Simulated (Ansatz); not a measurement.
# Be (P6_3/mmc, 2 atoms in the cell): converging a phonon calculation

Aim: how dense must the meshes and how high the cutoff be for the phonons of Be (P6_3/mmc, 2 atoms in the cell)?

Main program and level: Ansatz 0.2.0; DFT PBEsol, scalar-relativistic, plane waves, PAW.

This is a report of a sequence of runs, with most program output left out.

### Step 1. Set-up

Symmetry: P6_3/mmc, No. 194, hexagonal system. The conventional cell has a = 2.255 Å, b = 2.255 Å, c = 3.558 Å, α = 90.00°, β = 90.00°, γ = 120.00°. Nearest to Be lie 12 Be at 2.20 to 2.26 Å.

Coordinates:

```cif
data_structure
_symmetry_space_group_name_H-M 'P6_3/mmc'
_symmetry_Int_Tables_number 194
_cell_length_a 2.2551
_cell_length_b 2.2551
_cell_length_c 3.5583
_cell_angle_alpha 90.000
_cell_angle_beta 90.000
_cell_angle_gamma 120.000
_cell_volume 15.67
loop_
_atom_site_label
_atom_site_type_symbol
_atom_site_symmetry_multiplicity
_atom_site_Wyckoff_symbol
_atom_site_fract_x
_atom_site_fract_y
_atom_site_fract_z
_atom_site_occupancy
Be1 Be 2 c 0.33333 0.66667 0.25000 1
```

### Step 2. Relaxing to small forces for the phonons

Phonons need a cell at rest on their own settings, so the relaxation is repeated with tight tolerances on forces and stress on the k mesh and occupations of the first response run.

File input.yaml:

```yaml
crystal:
  lattice:
    - [2.2550681473, 0.0, 0.0]
    - [-1.1275340737, 1.9529463028, 0.0]
    - [0.0, 0.0, 3.5583492325]
  atoms:
    - { symbol: Be, position: [0.3333333333, 0.6666666667, 0.25] }
    - { symbol: Be, position: [0.6666666667, 0.3333333333, 0.75] }
kpoints:
  mp_grid: { grid: [24, 24, 12] }
hamiltonian:
  xc: pbesol
scf:
  occupations: { method: methfessel_paxton, width: 0.2 }
output:
  forces: true
  stress: true
  eigenvalues: true
relax:
  adjacent_minimum: "off"
  f_tol: 0.001
  max_steps: 60
  cell: { stress_tol: 0.01 }
```

Launch:

```sh
ansatz run input.yaml --threads 4 --pin off --max-ram 7168MiB --backend cpu --events-out ev --progress --plain --runs-dir out
```

Elapsed: 3.7 s, on 4 threads of Arm Neoverse V1, shared host; peak memory 0.35 GiB.

Relaxation path:

| step | energy less that of the first step (eV) | largest force component (eV/Å) | pressure (GPa) | volume (Å³) |
| --- | --- | --- | --- | --- |
| 1 | 0.0000 | 0.0000 | 0.01 | 15.67 |
| 2 | -0.0001 | 0.0000 | 0.01 | 15.67 |
| 3 | -0.0001 | 0.0000 | 0.01 | 15.68 |
| 4* | -0.0001 | 0.0000 | 0.01 | 15.68 |

Relaxation steps marked * repeat the geometry before them on a plane-wave basis chosen anew for their cell, so energy and pressure can jump there.

The run keeps the 24 symmetry operations that it works with, so distortions that break them were not tested.

| conventional cell, symmetrised | before | after | change |
| --- | --- | --- | --- |
| a (Å) | 2.255 | 2.257 | +0.1 % |
| b (Å) | 2.255 | 2.257 | +0.1 % |
| c (Å) | 3.558 | 3.553 | -0.1 % |
| volume (Å³/atom) | 7.84 | 7.84 | +0.0 % |

The relaxed structure:

```xyz
2
Lattice="2.2571 0.0000 0.0000 -1.1285 1.9547 0.0000 0.0000 0.0000 3.5530" Properties=species:S:1:pos:R:3 pbc="T T T"
Be    0.0000    1.3031    0.8883
Be    1.1285    0.6516    2.6648
```

This step gave:

- pressure: 0.005634 GPa
- volume per atom: 7.838 Å³
- gap on the k-mesh: 0 eV

The forces vanish by symmetry and the pressure is 0.006 GPa, within the tolerances set. The cell now holds 7.84 Å³/atom.

### Step 3. The dispersion

Stability and thermal properties need the whole zone. Linear response on a 6×6×4 q mesh gives force constants as far as a supercell of that size would.

File input.yaml:

```yaml
crystal:
  lattice:
    - [2.2570630982, 0.0, 0.0]
    - [-1.1285315491, 1.954673981, 0.0]
    - [0.0, 0.0, 3.5530460613]
  atoms:
    - { symbol: Be, position: [0.3333333333, 0.6666666667, 0.25] }
    - { symbol: Be, position: [0.6666666667, 0.3333333333, 0.75] }
kpoints:
  mp_grid: { grid: [24, 24, 12] }
hamiltonian:
  xc: pbesol
scf:
  occupations: { method: methfessel_paxton, width: 0.2 }
output:
  eigenvalues: true
phonons:
  method: dfpt
  qmesh: [6, 6, 4]
  temperatures: { t_max: 1000, t_step: 50 }
  qpath:
    path:
      - [[0.0, 0.0, 0.0], [0.5, 0.0, 0.0], [0.33333333, 0.33333333, 0.0], [0.0, 0.0, 0.0], [0.0, 0.0, 0.5], [0.5, 0.0, 0.5], [0.33333333, 0.33333333, 0.5], [0.0, 0.0, 0.5]]
      - [[0.5, 0.0, 0.5], [0.5, 0.0, 0.0]]
      - [[0.33333333, 0.33333333, 0.5], [0.33333333, 0.33333333, 0.0]]
    npoints: 10
```

Run time: 3.1 min. Hardware: 4 threads; peak memory 1.8 GiB; 12 min of CPU time.

This step gave:

* sum-rule residual before enforcement: 1.87e-4 eV/Å²
* lowest frequency on the path: 0 cm⁻¹
* point group: 6/mmm
* highest frequency on the path or at a solved wavevector: 701.8 cm⁻¹
* mean frequency: 508.2 cm⁻¹
* Debye temperature (second moment): 967 K
* logarithmic mean frequency: 493 cm⁻¹
* highest optical mode at the zone centre (no LO-TO term): 701.8 cm⁻¹
* lowest optical zone-centre mode: 465.9 cm⁻¹
* lowest mode on the q mesh (acoustic modes at Γ apart): 206.2 cm⁻¹
* zero-point energy per atom: 94.5 meV
* heat capacity at 300 K: 15.54 J/(mol atoms K)
* vibrational entropy at 300 K: 8.989 J/(mol atoms K)

Frequencies (cm⁻¹) solved at each irreducible wavevector; negative means imaginary. Frequencies by wavevector, by row:

| q in reciprocal lattice units | star | mode 1 | mode 2 | mode 3 | mode 4 | mode 5 | mode 6 |
| --- | --- | --- | --- | --- | --- | --- | --- |
| 0 0 0 | 1 | 0 | 0 | 0 | 465.9 | 465.9 | 701.8 |
| 0 0 0.25 | 2 | 206.2 | 206.2 | 290.2 | 447 | 447 | 644.6 |
| 0 0 -0.5 | 1 | 362 | 362 | 362 | 362 | 507.4 | 507.4 |
| 0 0.1667 0 | 6 | 220.5 | 227 | 317.2 | 494.1 | 511.4 | 684.9 |
| 0 0.1667 0.25 | 12 | 270 | 286.7 | 419.9 | 465.4 | 469.4 | 667.2 |
| 0 0.1667 -0.5 | 6 | 364.2 | 364.2 | 377.9 | 377.9 | 589.1 | 589.1 |
| 0 0.3333 0 | 6 | 353.3 | 366.7 | 535.5 | 549.9 | 567.6 | 629.3 |
| 0 0.3333 0.25 | 12 | 380.9 | 434.1 | 518.5 | 530 | 556.8 | 665.5 |
| 0 0.3333 -0.5 | 6 | 447.4 | 447.4 | 476.7 | 476.7 | 641.3 | 641.3 |
| 0 -0.5 0 | 3 | 406.9 | 433.1 | 582.9 | 589.1 | 605.5 | 614.4 |
| 0 -0.5 0.25 | 6 | 434.9 | 486.5 | 556.7 | 568.6 | 619.5 | 644.1 |
| 0 -0.5 -0.5 | 3 | 497.4 | 497.4 | 521.2 | 521.2 | 661.1 | 661.1 |
| 0.1667 0.1667 0 | 6 | 312.2 | 331.3 | 464 | 554.4 | 575.9 | 647.8 |
| 0.1667 0.1667 0.25 | 12 | 358.3 | 392.3 | 497.9 | 509.4 | 549.1 | 678.1 |
| 0.1667 0.1667 -0.5 | 6 | 409.9 | 409.9 | 480.7 | 480.7 | 630.4 | 630.4 |
| 0.1667 0.3333 0 | 12 | 422.6 | 430.8 | 521.1 | 587.3 | 599.8 | 634 |
| 0.1667 0.3333 0.25 | 24 | 430.5 | 467.7 | 534.2 | 579.7 | 620.7 | 655.7 |
| 0.1667 0.3333 -0.5 | 12 | 443.2 | 443.2 | 563.6 | 563.6 | 661 | 661 |
| 0.3333 0.3333 0 | 2 | 507.2 | 507.2 | 512.5 | 512.5 | 550.1 | 655.8 |
| 0.3333 0.3333 0.25 | 4 | 454.2 | 454.2 | 559.2 | 605.2 | 605.2 | 631.9 |
| 0.3333 0.3333 -0.5 | 2 | 428.4 | 428.4 | 597.5 | 597.5 | 656.2 | 656.2 |

Interpolated from a 6×6×4 q mesh. The phonon branches at the labelled points (cm⁻¹):

| point | branch 1 | branch 2 | branch 3 | branch 4 | branch 5 | branch 6 |
| --- | --- | --- | --- | --- | --- | --- |
| Γ | 0 | 0 | 0 | 466 | 466 | 702 |
| halfway | 299 | 305 | 447 | 521 | 537 | 660 |
| M | 407 | 433 | 583 | 589 | 606 | 614 |
| halfway | 437 | 454 | 549 | 570 | 592 | 638 |
| K | 507 | 507 | 512 | 512 | 550 | 656 |
| halfway | 312 | 331 | 464 | 554 | 576 | 648 |
| Γ | 0 | 0 | 0 | 466 | 466 | 702 |
| halfway | 206 | 206 | 290 | 447 | 447 | 645 |
| A | 362 | 362 | 362 | 362 | 507 | 507 |
| halfway | 408 | 408 | 421 | 421 | 621 | 621 |
| L | 497 | 497 | 521 | 521 | 661 | 661 |
| halfway | 450 | 450 | 574 | 574 | 662 | 662 |
| H | 428 | 428 | 598 | 598 | 656 | 656 |
| halfway | 410 | 410 | 481 | 481 | 630 | 630 |
| A | 362 | 362 | 362 | 362 | 507 | 507 |
| jump to L | 497 | 497 | 521 | 521 | 661 | 661 |
| halfway | 435 | 486 | 557 | 569 | 620 | 644 |
| M | 407 | 433 | 583 | 589 | 606 | 614 |
| jump to H | 428 | 428 | 598 | 598 | 656 | 656 |
| halfway | 454 | 454 | 559 | 605 | 605 | 632 |
| K | 507 | 507 | 512 | 512 | 550 | 656 |

Symmetry leaves 21 wavevectors to solve. The lowest mode among them, the acoustic zeros apart, lies at q = (0, 0, 0.25) and is real, 206 cm⁻¹.

### Step 4. Another q mesh, q mesh 2×2×1

The q mesh is changed to 2×2×1, to see how far the force constants must reach.

input.yaml: that of step 3 with these lines changed.

```diff
@@ -18,3 +18,3 @@
   method: dfpt
-  qmesh: [6, 6, 4]
+  qmesh: [2, 2, 1]
   temperatures: { t_max: 1000, t_step: 50 }
```

The job ended after 8.8 s (4 threads; peak memory 0.53 GiB).

Numbers from this step:

```
lowest mode on the q mesh (acoustic modes at Γ apart)         : 406.9 cm⁻¹
highest frequency at a solved wavevector (no LO-TO term at Γ) : 701.8 cm⁻¹
```

Frequencies (cm⁻¹) solved at each irreducible wavevector; negative means imaginary. Frequencies by wavevector, by row:

| q in reciprocal lattice units | star | mode 1 | mode 2 | mode 3 | mode 4 | mode 5 | mode 6 |
| --- | --- | --- | --- | --- | --- | --- | --- |
| 0 0 0 | 1 | 0 | 0 | 0 | 465.9 | 465.9 | 701.8 |
| 0 -0.5 0 | 3 | 406.9 | 433.1 | 582.9 | 589.1 | 605.5 | 614.4 |

### Step 5. Another q mesh, q mesh 3×3×2

The q mesh is changed to 3×3×2, to see how far the force constants must reach.

input.yaml: that of step 4 with these lines changed.

```diff
@@ -18,3 +18,3 @@
   method: dfpt
-  qmesh: [2, 2, 1]
+  qmesh: [3, 3, 2]
   temperatures: { t_max: 1000, t_step: 50 }
```

Run time: 30 s. Hardware: 4 threads; peak memory 0.75 GiB; 1.9 min of CPU time.

This step gave:

- mean frequency: 505.3 cm⁻¹
- Debye temperature (second moment): 960 K
- logarithmic mean frequency: 491.3 cm⁻¹
- lowest mode on the q mesh (acoustic modes at Γ apart): 353.3 cm⁻¹
- zero-point energy per atom: 93.97 meV
- heat capacity at 300 K: 15.62 J/(mol atoms K)
- vibrational entropy at 300 K: 9.012 J/(mol atoms K)

The mean frequency is 505.3 cm⁻¹, -2.9 cm⁻¹ against the base run.

### Step 6. Another k mesh, k-mesh 8×8×4, q mesh 2×2×2

The k mesh is changed to 8×8×4 on a small fixed q mesh, to find the coarsest that serves.

input.yaml: that of step 5 with these lines changed.

```diff
@@ -9,3 +9,3 @@
 kpoints:
-  mp_grid: { grid: [24, 24, 12] }
+  mp_grid: { grid: [8, 8, 4] }
 hamiltonian:
@@ -18,3 +18,3 @@
   method: dfpt
-  qmesh: [3, 3, 2]
+  qmesh: [2, 2, 2]
   temperatures: { t_max: 1000, t_step: 50 }
```

Wall time 1.6 s (4 threads); peak memory 0.3 GiB.

The run finished; it serves as a test, and its numbers are not taken as the result.

### Step 7. Another k mesh, k-mesh 12×12×6, q mesh 2×2×2

The k mesh is changed to 12×12×6 on a small fixed q mesh, to find the coarsest that serves.

input.yaml: that of step 6 with these lines changed.

```diff
@@ -9,3 +9,3 @@
 kpoints:
-  mp_grid: { grid: [8, 8, 4] }
+  mp_grid: { grid: [12, 12, 6] }
 hamiltonian:
```

Wall time 2.9 s (4 threads); peak memory 0.36 GiB; 9.7 s of CPU time.

The run finished; it serves as a test, and its numbers are not taken as the result.

### Step 8. Another k mesh, k-mesh 18×18×8, q mesh 2×2×2

The k mesh is changed to 18×18×8 on a small fixed q mesh, to find the coarsest that serves.

input.yaml: that of step 7 with these lines changed.

```diff
@@ -9,3 +9,3 @@
 kpoints:
-  mp_grid: { grid: [12, 12, 6] }
+  mp_grid: { grid: [18, 18, 8] }
 hamiltonian:
```

Run time: 6.6 s. Hardware: 4 threads; peak memory 0.41 GiB; 24 s of CPU time.

The highest optical mode at the zone centre (no LO-TO term) is 702.2 cm⁻¹, +0.5 cm⁻¹ against the base run.

### Step 9. Another k mesh, q mesh 2×2×2

The k mesh is changed to 24×24×12 on a small fixed q mesh, to find the coarsest that serves.

input.yaml: that of step 8 with these lines changed.

```diff
@@ -9,3 +9,3 @@
 kpoints:
-  mp_grid: { grid: [18, 18, 8] }
+  mp_grid: { grid: [24, 24, 12] }
 hamiltonian:
```

The job ended after 15 s (4 threads; peak memory 0.54 GiB).

Frequencies (cm⁻¹) solved at each irreducible wavevector; negative means imaginary. Frequencies by wavevector, by row:

| q in reciprocal lattice units | star | mode 1 | mode 2 | mode 3 | mode 4 | mode 5 | mode 6 |
| --- | --- | --- | --- | --- | --- | --- | --- |
| 0 0 0 | 1 | 0 | 0 | 0 | 465.9 | 465.9 | 701.8 |
| 0 0 -0.5 | 1 | 362 | 362 | 362 | 362 | 507.4 | 507.4 |
| 0 -0.5 0 | 3 | 406.9 | 433.1 | 582.9 | 589.1 | 605.5 | 614.4 |
| 0 -0.5 -0.5 | 3 | 497.4 | 497.4 | 521.2 | 521.2 | 661.1 | 661.1 |

The highest optical mode at the zone centre (no LO-TO term) is 701.8 cm⁻¹, +0.0 cm⁻¹ against the base run.

### Step 10. Another k mesh, k-mesh 36×36×18, q mesh 2×2×2

The k mesh is changed to 36×36×18 on a small fixed q mesh, to find the coarsest that serves.

input.yaml: that of step 9 with these lines changed.

```diff
@@ -9,3 +9,3 @@
 kpoints:
-  mp_grid: { grid: [24, 24, 12] }
+  mp_grid: { grid: [36, 36, 18] }
 hamiltonian:
```

The job ended after 46 s (4 threads; peak memory 1.1 GiB).

The highest optical mode at the zone centre (no LO-TO term) is 701.8 cm⁻¹, +0.1 cm⁻¹ against the base run.

### Step 11. Comparing the runs

Times are for 4 threads of Arm Neoverse V1, shared host. The series side by side:

| no. | k-mesh | lowest mode on the q mesh (acoustic modes at Γ apart) (cm⁻¹) | time | memory (GiB) |
| --- | --- | --- | --- | --- |
| 1 | 18×18×8 | 359.9 | 6.6 s | 0.41 |
| 2 | 24×24×12 | 362.0 | 15 s | 0.54 |
| 3 | 36×36×18 | 363.8 | 46 s | 1.1 |

### Step 12. Another cutoff, cutoff 170 eV, q mesh 2×2×2

The cutoff is set to 170 eV on a small fixed q mesh.

input.yaml: that of step 10 with these lines changed.

```diff
@@ -9,3 +9,3 @@
 kpoints:
-  mp_grid: { grid: [36, 36, 18] }
+  mp_grid: { grid: [24, 24, 12] }
 hamiltonian:
@@ -26 +26,3 @@
     npoints: 10
+basis:
+  ecutwfc: 170
```

Wall time 7.1 s (4 threads); peak memory 0.44 GiB.

The run finished; it serves as a test, and its numbers are not taken as the result.

### Step 13. Another cutoff, cutoff 230 eV, q mesh 2×2×2

The cutoff is set to 230 eV on a small fixed q mesh.

input.yaml: that of step 12 with these lines changed.

```diff
@@ -27,2 +27,2 @@
 basis:
-  ecutwfc: 170
+  ecutwfc: 230
```

Run time: 8.8 s. Hardware: 4 threads; peak memory 0.46 GiB.

The run finished; it serves as a test, and its numbers are not taken as the result.

### Step 14. Another cutoff, cutoff 290 eV, q mesh 2×2×2

The cutoff is set to 290 eV on a small fixed q mesh.

input.yaml: that of step 13 with these lines changed.

```diff
@@ -27,2 +27,2 @@
 basis:
-  ecutwfc: 230
+  ecutwfc: 290
```

It took 11 s on 4 threads; peak memory 0.46 GiB.

The run finished; it serves as a test, and its numbers are not taken as the result.

### Step 15. Another cutoff, cutoff 360 eV, q mesh 2×2×2

The cutoff is set to 360 eV on a small fixed q mesh.

input.yaml: that of step 14 with these lines changed.

```diff
@@ -27,2 +27,2 @@
 basis:
-  ecutwfc: 290
+  ecutwfc: 360
```

It took 14 s on 4 threads; peak memory 0.5 GiB; 50 s of CPU time.

The highest optical mode at the zone centre (no LO-TO term) is 702.1 cm⁻¹, +0.4 cm⁻¹ against the base run.

### Step 16. Another cutoff, cutoff 550 eV, q mesh 2×2×2

The cutoff is set to 550 eV on a small fixed q mesh.

input.yaml: that of step 15 with these lines changed.

```diff
@@ -27,2 +27,2 @@
 basis:
-  ecutwfc: 360
+  ecutwfc: 550
```

It took 21 s on 4 threads; peak memory 0.62 GiB.

The highest optical mode at the zone centre (no LO-TO term) is 701.8 cm⁻¹, +0.0 cm⁻¹ against the base run.

### Step 17. Outcome

| Property | Result |
| --- | --- |
| mean frequency, q mesh 3×3×2 | 505 cm⁻¹ |
| highest optical mode at the zone centre (no LO-TO term), k-mesh 8×8×4 | 722 cm⁻¹ |
| highest optical mode at the zone centre (no LO-TO term), k-mesh 12×12×6 | 675 cm⁻¹ |
| highest optical mode at the zone centre (no LO-TO term), k-mesh 18×18×8 | 702 cm⁻¹ |
| highest optical mode at the zone centre (no LO-TO term), k-mesh 24×24×12 | 702 cm⁻¹ |
| highest optical mode at the zone centre (no LO-TO term), k-mesh 36×36×18 | 702 cm⁻¹ |
| highest optical mode at the zone centre (no LO-TO term), cutoff 170 eV | 733 cm⁻¹ |
| highest optical mode at the zone centre (no LO-TO term), cutoff 230 eV | 691 cm⁻¹ |
| highest optical mode at the zone centre (no LO-TO term), cutoff 290 eV | 704 cm⁻¹ |
| highest optical mode at the zone centre (no LO-TO term), cutoff 360 eV | 702 cm⁻¹ |
| highest optical mode at the zone centre (no LO-TO term), cutoff 550 eV | 702 cm⁻¹ |

Over the whole k mesh series, coarse runs included, the lowest mode on the q mesh (acoustic modes at Γ apart) runs from 356.5 to 365.8 cm⁻¹; from 24×24×12 on all solved modes stay within 6.3 cm⁻¹ of the finest run (36×36×18), against a tolerance of 7.0. Over the whole cutoff series, coarse runs included, the lowest mode on the q mesh (acoustic modes at Γ apart) runs from 359.7 to 370.0 cm⁻¹; from 290 eV on all solved modes stay within 3.5 cm⁻¹ of the finest run (550 eV), against a tolerance of 7.0. All runs share the cell relaxed at the base settings, which is not exactly at rest under another k mesh or cutoff. With no gap, or one that is small against the smearing, the frequencies hang on the k mesh and the smearing, most of all near Kohn anomalies. These are harmonic frequencies at zero temperature: anharmonic shifts, linewidths and thermal expansion are left out.

[Logs are printed without paths, hosts, clocks, repeated set-up lines and the standing remarks that a program may print on its own settings, such as how far it seeks lower states.]

[Hosts, paths, dates, database ids (printed as entryN), source tags and the programs' standing remarks are cut or masked in the printed files.]
